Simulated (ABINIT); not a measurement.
**Quasiparticle gap of KI (Fm-3m) in ABINIT**

Aim: the G0W0 gap of KI (Fm-3m) on PBE, step by step.

Main program and level: ABINIT 10.8.3; PBE and many-body steps on it, plane waves.

Report form: the programs' logs are mostly left out.

## 1. Starting point

Symmetry: Fm-3m, No. 225, cubic system. The conventional cell has a = 7.066 Å, b = 7.066 Å, c = 7.066 Å, α = 90.00°, β = 90.00°, γ = 90.00°. Nearest to K lie 6 I at 3.53 Å. I has 6 K at 3.53 Å nearest. Farther neighbours and most contacts between anions are not listed.

Structure file:

```cif
data_structure
_symmetry_space_group_name_H-M 'P 1'
_symmetry_Int_Tables_number 1
_cell_length_a 4.9961
_cell_length_b 4.9961
_cell_length_c 4.9961
_cell_angle_alpha 60.000
_cell_angle_beta 60.000
_cell_angle_gamma 60.000
_cell_volume 88.18
loop_
_atom_site_label
_atom_site_type_symbol
_atom_site_fract_x
_atom_site_fract_y
_atom_site_fract_z
_atom_site_occupancy
K1 K 0.00000 0.00000 0.00000 1
I2 I 0.50000 0.50000 0.50000 1
```

The cell and positions come from the Crystallography Open Database and are kept as given unless a step says otherwise. Spin-orbit coupling is left out unless a step names it.

## 2. Ground state

This step: ABINIT 10.8.3; DFT, PBE, plane waves, norm-conserving pseudopotentials.

The ground-state density comes first.

run.abi

```
acell 3*1.0 Angstrom
rprim 
  0.000000000000 3.532775000000 3.532775000000
  3.532775000000 0.000000000000 3.532775000000
  3.532775000000 3.532775000000 -0.000000000000
ntypat 2
znucl 19 53
natom 2
typat 1 2
xred 
  0.000000000000 0.000000000000 0.000000000000
  0.500000000000 0.500000000000 0.500000000000
pp_dirpath "pseudos"
pseudos "K.upf, I.upf"
ecut 33
ngkpt 6 6 6
nshiftk 1
shiftk 0 0 0
kptopt 1
chksymbreak 0
nband 13
occopt 1
tolvrs 1e-10
nstep 60
prtwf 0
optforces 0
optstress 0
indata_prefix "in"
outdata_prefix "out"
tmpdata_prefix "tmp"
```

Launch:

```sh
$ OMP_NUM_THREADS=1 mpirun -n 4 abinit run.abi > log
```

Run time: 10 s. Hardware: 4 MPI ranks of Arm Neoverse V2, shared host; peak memory 0.36 GiB; 41 s of CPU time.

This step gave:

* total energy: -1172.8795 eV
* gap: 3.962 eV
* k of the valence top: 0, 0, 0
* k of the conduction bottom: 0, 0, 0
* least direct gap: 3.962 eV

The gap is direct, at Γ.

## 3. Bands along the symmetry lines

Levels along a band path, at the cheap level, show where the edges lie and whether the meshes to come will hold them.

run.abi

```
acell 3*1.0 Angstrom
rprim 
  0.000000000000 3.532775000000 3.532775000000
  3.532775000000 0.000000000000 3.532775000000
  3.532775000000 3.532775000000 -0.000000000000
ntypat 2
znucl 19 53
natom 2
typat 1 2
xred 
  0.000000000000 0.000000000000 0.000000000000
  0.500000000000 0.500000000000 0.500000000000
pp_dirpath "pseudos"
pseudos "K.upf, I.upf"
ecut 33
iscf -2
irdden 1
kptopt 0
nkpt 50
kpt 
  0.00000000 0.00000000 0.00000000
  0.06250000 0.00000000 0.06250000
  0.12500000 0.00000000 0.12500000
  0.18750000 0.00000000 0.18750000
  0.25000000 0.00000000 0.25000000
  0.31250000 0.00000000 0.31250000
  0.37500000 0.00000000 0.37500000
  0.43750000 0.00000000 0.43750000
  0.50000000 0.00000000 0.50000000
  0.51562500 0.03125000 0.51562500
  0.53125000 0.06250000 0.53125000
  0.54687500 0.09375000 0.54687500
  0.56250000 0.12500000 0.56250000
  0.57812500 0.15625000 0.57812500
  0.59375000 0.18750000 0.59375000
  0.60937500 0.21875000 0.60937500
  0.62500000 0.25000000 0.62500000
  0.37500000 0.37500000 0.75000000
  0.32812500 0.32812500 0.65625000
  0.28125000 0.28125000 0.56250000
  0.23437500 0.23437500 0.46875000
  0.18750000 0.18750000 0.37500000
  0.14062500 0.14062500 0.28125000
  0.09375000 0.09375000 0.18750000
  0.04687500 0.04687500 0.09375000
  0.00000000 0.00000000 0.00000000
  0.06250000 0.06250000 0.06250000
  0.12500000 0.12500000 0.12500000
  0.18750000 0.18750000 0.18750000
  0.25000000 0.25000000 0.25000000
  0.31250000 0.31250000 0.31250000
  0.37500000 0.37500000 0.37500000
  0.43750000 0.43750000 0.43750000
  0.50000000 0.50000000 0.50000000
  0.50000000 0.46875000 0.53125000
  0.50000000 0.43750000 0.56250000
  0.50000000 0.40625000 0.59375000
  0.50000000 0.37500000 0.62500000
  0.50000000 0.34375000 0.65625000
  0.50000000 0.31250000 0.68750000
  0.50000000 0.28125000 0.71875000
  0.50000000 0.25000000 0.75000000
  0.50000000 0.21875000 0.71875000
  0.50000000 0.18750000 0.68750000
  0.50000000 0.15625000 0.65625000
  0.50000000 0.12500000 0.62500000
  0.50000000 0.09375000 0.59375000
  0.50000000 0.06250000 0.56250000
  0.50000000 0.03125000 0.53125000
  0.50000000 0.00000000 0.50000000
istwfk *1
nband 15
nbdbuf 2
tolwfr 1e-08
nstep 40
prtwf 0
prtvol 0
indata_prefix "in"
outdata_prefix "out"
tmpdata_prefix "tmp"
```

Elapsed: 20 s, on 4 MPI ranks; peak memory 0.34 GiB; 82 s of CPU time.

Numbers from this step:

| Item | Value |
| --- | --- |
| gap | 3.962 eV |
| k of the valence top | 0, 0, 0 |
| k of the conduction bottom | 0, 0, 0 |
| least direct gap | 3.962 eV |

The gap is 3.962 eV, as in the run before at this level.

Electronic bands along the path, in eV, zero at the top of the highest filled band; v1 is the highest filled band, c1 the lowest empty one:

| point | v4 | v3 | v2 | v1 | c1 | c2 | c3 | c4 |
| --- | --- | --- | --- | --- | --- | --- | --- | --- |
| Γ | -10.50 | 0.00 | 0.00 | 0.00 | 3.96 | 6.51 | 6.51 | 6.51 |
| halfway | -10.37 | -0.78 | -0.21 | -0.21 | 5.29 | 5.53 | 7.61 | 7.90 |
| X | -10.36 | -1.00 | -0.37 | -0.37 | 4.94 | 5.77 | 8.10 | 8.70 |
| halfway | -10.34 | -0.96 | -0.49 | -0.37 | 5.14 | 6.01 | 8.21 | 8.34 |
| U | -10.31 | -0.85 | -0.75 | -0.38 | 5.62 | 6.64 | 7.63 | 8.28 |
| jump to K | -10.31 | -0.85 | -0.75 | -0.38 | 5.62 | 6.64 | 7.63 | 8.28 |
| halfway | -10.33 | -0.87 | -0.30 | -0.24 | 5.54 | 6.29 | 7.21 | 7.41 |
| Γ | -10.50 | 0.00 | 0.00 | 0.00 | 3.96 | 6.51 | 6.51 | 6.51 |
| halfway | -10.36 | -0.76 | -0.18 | -0.18 | 5.06 | 6.58 | 7.12 | 7.12 |
| L | -10.23 | -1.32 | -0.34 | -0.34 | 5.52 | 7.72 | 8.16 | 8.16 |
| halfway | -10.26 | -1.10 | -0.54 | -0.39 | 6.04 | 6.86 | 7.39 | 8.28 |
| W | -10.30 | -0.73 | -0.73 | -0.60 | 6.47 | 6.47 | 6.64 | 8.19 |
| halfway | -10.33 | -0.92 | -0.49 | -0.48 | 5.36 | 6.17 | 7.89 | 8.32 |
| X | -10.36 | -1.00 | -0.37 | -0.37 | 4.94 | 5.77 | 8.10 | 8.70 |

## 4. Empty states on the mesh, 2×2×2 mesh, 72 bands

The sums over transitions need many empty states on a uniform mesh; this step solves for them.

run.abi

```
acell 3*1.0 Angstrom
rprim 
  0.000000000000 3.532775000000 3.532775000000
  3.532775000000 0.000000000000 3.532775000000
  3.532775000000 3.532775000000 -0.000000000000
ntypat 2
znucl 19 53
natom 2
typat 1 2
xred 
  0.000000000000 0.000000000000 0.000000000000
  0.500000000000 0.500000000000 0.500000000000
pp_dirpath "pseudos"
pseudos "K.upf, I.upf"
ecut 33
ngkpt 2 2 2
nshiftk 1
shiftk 0 0 0
kptopt 1
chksymbreak 0
iscf -2
irdden 1
istwfk *1
nband 72
nbdbuf 6
tolwfr 1e-09
nstep 60
prtvol 0
indata_prefix "in"
outdata_prefix "out"
tmpdata_prefix "tmp"
```

Wall time 11 s (4 MPI ranks); peak memory 0.3 GiB; 43 s of CPU time.

This step gave:

* gap: 3.962 eV
* k of the valence top: 0, 0, 0
* k of the conduction bottom: 0, 0, 0
* least direct gap: 3.962 eV
* k points computed: 3
* lowest point of the top converged band, above the valence top: 38.98 eV

On this mesh the gap is 3.962 eV.

## 5. Screening, 2×2×2 mesh, 66 bands, screening to 106.1 eV

The RPA dielectric matrix is built and inverted for each q.

This step: RPA screening on PBE, plane waves, norm-conserving pseudopotentials.

Edit run.abi of step 4 so:

```diff
@@ -20,10 +20,11 @@
 chksymbreak 0
-iscf -2
-irdden 1
 istwfk *1
-nband 72
-nbdbuf 6
-tolwfr 1e-09
-nstep 60
-prtvol 0
+occopt 1
+irdwfk 1
+optdriver 3
+nband 66
+ecuteps 3.9
+inclvkb 2
+awtr 1
+symchi 1
 indata_prefix "in"
```

Wall time 3.4 s (4 MPI ranks); peak memory 0.61 GiB.

This step gave:

| Item | Value |
| --- | --- |
| ε∞ with local fields, on this mesh, along the program's q direction | 3.333 |
| the same without local fields | 4.042 |
| plasma frequency | 15.82 eV |
| plane waves in the screening matrix | 229 |

Local fields lower ε∞ by 18 %. On a Γ-centred mesh this coarse the value itself is usually too large, while a short band sum pulls it down.

## 6. Self-energy, 2×2×2 mesh, 66 bands, screening to 106.1 eV

The self-energy is evaluated for the states that the input lists, and the levels follow from it, in one-shot runs by the linearised quasiparticle equation.

This step: G0W0 on PBE, plane waves, norm-conserving pseudopotentials.

Edit run.abi of step 5 so:

```diff
@@ -23,8 +23,15 @@
 irdwfk 1
-optdriver 3
+optdriver 4
 nband 66
+gwcalctyp 0
+ecutsigx 33
+symsigma 1
+nkptgw 1
+kptgw 
+  0.0000000000 0.0000000000 0.0000000000
+bdgw 
+  6 12
 ecuteps 3.9
-inclvkb 2
-awtr 1
-symchi 1
+irdscr 1
+ppmodel 1
 indata_prefix "in"
```

It took 3.2 s on 4 MPI ranks; peak memory 0.63 GiB.

This step gave:

- G0W0 gap on the points computed: 5.608 eV
- starting gap on the mesh: 3.962 eV
- k of the valence top: 0, 0, 0
- k of the conduction bottom: 0, 0, 0
- Z at the valence top: 0.815
- Z at the conduction bottom: 0.849
- least direct G0W0 gap on the computed points: 5.608 eV

The gap on the mesh goes from 3.96 eV to 5.61 eV, a correction of +1.65 eV.

Limits: finite bands, cutoff and mesh; no spin-orbit coupling; coarse k mesh. v1 is the top filled band, c1 the lowest empty one. The levels before and after the correction (eV, zero at the valence-band top of each column):

|  | conduction bottom | valence top |
| --- | --- | --- |
| Kohn-Sham | 3.96 | 0.00 |
| G0W0 | 5.61 | 0.00 |

|  | level | energy (eV) |
| --- | --- | --- |
| Kohn-Sham | Γ v3-v1 | 0.000 |
| Kohn-Sham | Γ c1 | 3.962 |
| Kohn-Sham | Γ c2-c4 | 6.505 |
| G0W0 | Γ v3-v1 | 0.000 |
| G0W0 | Γ c1 | 5.608 |
| G0W0 | Γ c2-c4 | 8.706 |

## 7. Where the time went

Times are wall times on 4 MPI ranks of Arm Neoverse V2, shared host, good to a factor of about two.

| step | time | share | memory (GiB) |
| --- | --- | --- | --- |
| ground state | 10 s | 21 % | 0.36 |
| bands along the symmetry lines | 20 s | 42 % | 0.34 |
| empty states on the mesh | 11 s | 23 % | 0.3 |
| screening | 3.4 s | 7 % | 0.61 |
| self-energy | 3.2 s | 7 % | 0.63 |

## 8. Results

* PBE gap: 3.96 eV, direct
* G0W0 gap on the mesh: 5.61 eV
* GW settings: 2×2×2 mesh, 66 bands, screening to 106.1 eV, Godby-Needs plasmon pole
* known limits: not at the basis limit; no spin-orbit coupling; coarse k mesh

G0W0 moves the gap on the mesh from 3.96 eV to 5.61 eV (+1.65 eV), with Z of 0.81 and 0.85 at the edges. Local fields lower the RPA ε∞ on this mesh from 4.04 to 3.33; a Γ-centred mesh this coarse tends to raise both, most where the direct gap is narrow, while a short band sum lowers them. Only 1 of the mesh's irreducible points was corrected, so a valley elsewhere could overtake. The dearest step here is «bands along the symmetry lines». Bands and cutoff are finite, so the gap is not at the basis limit. The miss can reach some tenths of an eV and take either sign; the mesh is an error of its own. In the G0W0 run levels were corrected at 1 k point alone, so a gap called «on the mesh» is the least over those, and an edge elsewhere would be missed. The 2×2×2 mesh is coarse for this cell, which bears on the long-range parts of exchange and screening. The many-body steps are scalar-relativistic: spin-orbit coupling is not in them.

[Paths, hosts, dates, memory and timing lines, banners, echoed tables and standing remarks are left out of the program output.]

[Logs are printed without paths, hosts, clocks, repeated set-up lines and the standing remarks that a program may print on its own settings, such as how far it seeks lower states.]

[Runs of the session that timed out or met a known fault of the program may be left out.]

[Hosts, paths, dates, database ids (printed as entryN), source tags and the programs' standing remarks are cut or masked in the printed files.]

[G0W0 gaps are taken among the corrected bands and points alone; a level outside them can change the order at an edge.]

[Where Ansatz stands beside ABINIT at settings called matched, ABINIT's density can come from a denser mesh and the files from another edition; pairs whose starting gaps differed by over 0.03 eV were left out, so agreement reads better than it is.]
